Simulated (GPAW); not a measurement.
## MoS2 (P6_3/mmc): refractive index against wavelength

The refractive index of MoS2 (P6_3/mmc) along x below the direct gap (1.64 eV on the mesh) is read from one computed spectrum, n = √(Re ε). x, y and z are the Cartesian axes of the input cell.

The structure is hexagonal, space group P6_3/mmc (No. 194). Conventional cell: a = 3.169 Å, b = 3.169 Å, c = 12.324 Å, α = 90.00°, β = 90.00°, γ = 120.00°. Around Mo on site c lie 6 S at 2.41 Å. S on site f has 3 Mo at 2.41 Å as nearest neighbours.

Method: GPAW 26.7.0, PBE, RPA, k-mesh 12×12×3, local fields up to 50 eV, Lorentzian half width 0.15 eV.

Launch of the response step: `OMP_NUM_THREADS=1 python df.py`. The run took 8.3 min, its band step included, on 1 thread of Arm Neoverse V1, on a shared host.

| wavelength (nm) | photon energy E (eV) | n |
| --- | --- | --- |
| 3000 | 0.413 | 3.7341 |
| 2000 | 0.620 | 3.7704 |
| 1550 | 0.800 | 3.8169 |
| 1310 | 0.946 | 3.8668 |
| 1064 | 1.165 | ? |

In the single-oscillator model n² − 1 = E₀E_d/(E₀² − E²), so 1/(n² − 1) = E₀/E_d − E²/(E₀E_d) is linear in E².

Working, on the rows shown:

| x = E² (eV²) | y = 1/(n² − 1) |
| --- | --- |
| 0.170801 | 0.0772588 |
| 0.384302 | 0.0756663 |
| 0.639837 | 0.0736989 |
| 0.895757 | 0.0716736 |

Means: x̄ = 0.52267, ȳ = 0.074574. Σ(x − x̄)(y − ȳ) = -0.00228, Σ(x − x̄)² = 0.2959. Slope = -0.00228 / 0.2959 = -0.007708; intercept = ȳ − slope · x̄ = 0.078603. Turned back into n, the line misses the rows shown by at most 0.00066.

Problem. Predict the last column of the withheld row from the fit.

Solution. At x = 1.3578 the line gives y = 0.068137, that is 3.9593. The run gave 3.9685, so the extrapolation is off by 0.0092, 4 % of the range in the table.

Refitted with all rows, the slope is -0.007971 and the intercept 0.078717. These give E₀ = √(intercept/−slope) = 3.14 eV and E_d = E₀/intercept = 39.9 eV; E₀ is 1.9 times the direct gap. The electronic limit at long wavelengths, without lattice vibrations, is n = √(1 + 1/intercept) = 3.702. The cell comes from an older database entry, whose edges can be off by a per cent or so. Excitons are left out; PBE gaps are as a rule too small. The values come from a sum over the points of one k-mesh and carry its error, which grows as the direct gap shrinks. This version of GPAW has incomplete matrix elements in the optical limit, which can lower ε − 1 by up to a tenth where first-row anions or d states rule. Spin-orbit coupling is left out.
